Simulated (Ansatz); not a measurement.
**AlN (P6_3mc): least direct gap against volume**

The cell of AlN (P6_3mc) is scaled evenly and the response computed anew at each volume, on one mesh. The atoms keep their fractional positions.

It takes space group P6_3mc (No. 186, hexagonal). Conventional cell: a = 3.113 Å, b = 3.113 Å, c = 4.981 Å, α = 90.00°, β = 90.00°, γ = 120.00°. Al on site b has 4 N at 1.89 Å as nearest neighbours. Around N on site b lie 4 Al at 1.89 Å.

Method: Ansatz 0.2.0, PBE, independent particles, k-mesh 9×9×5 with interpolation inside its cells, Gaussian parameter 0.1 eV.

Launch of the response step: `ansatz run input.yaml --threads 4 --pin off --max-ram 8192MiB --backend cpu --events-out ev --progress --plain --runs-dir out`. The series took 4.9 min in all, on 4 threads of AMD EPYC (Zen 3) (shared host).

```
V/V₀  V (Å³, primitive cell)  least direct gap (eV)
0.94                   39.29                      ?
0.96                   40.13                  4.575
0.98                   40.97                  4.391
1.00                   41.80                  4.213
1.02                   42.64                  4.041
1.04                   43.47                  3.874
1.06                   44.31                  3.712
```

For small changes the quantity should be close to linear in ln V.

Working, on the rows shown:

| x = ln(V/V₀) | y = least direct gap |
| --- | --- |
| -0.040822 | 4.575 |
| -0.0202027 | 4.391 |
| 0 | 4.213 |
| 0.0198026 | 4.041 |
| 0.0392207 | 3.874 |
| 0.0582689 | 3.712 |

Means: x̄ = 0.0093779, ȳ = 4.1343. Σ(x − x̄)(y − ȳ) = -0.05984, Σ(x − x̄)² = 0.006873. Slope = -0.05984 / 0.006873 = -8.707; intercept = ȳ − slope · x̄ = 4.216. The line misses the rows shown by at most 0.0036 eV.

Question: What does the fit predict for the withheld row, and how well does it do?

Answer: At x = -0.061875 the line gives y = 4.7548 eV. The run gave 4.765 eV, so the extrapolation is off by 0.01 eV, 1.0 % of the range in the table.

Between the rows on either side of x = 0 the slope is (4.041 − 4.391) / (0.019803 − (-0.020203)) = -8.749. That is a volume deformation potential of -8.7 eV: the least direct gap on this mesh widens by 87 meV for each per cent of compression. The cell comes from an older database entry, whose edges can be off by a per cent or so. PBE gaps are as a rule too small.

[Logs are printed without paths, hosts, clocks, repeated set-up lines and the standing remarks that a program may print on its own settings, such as how far it seeks lower states.]
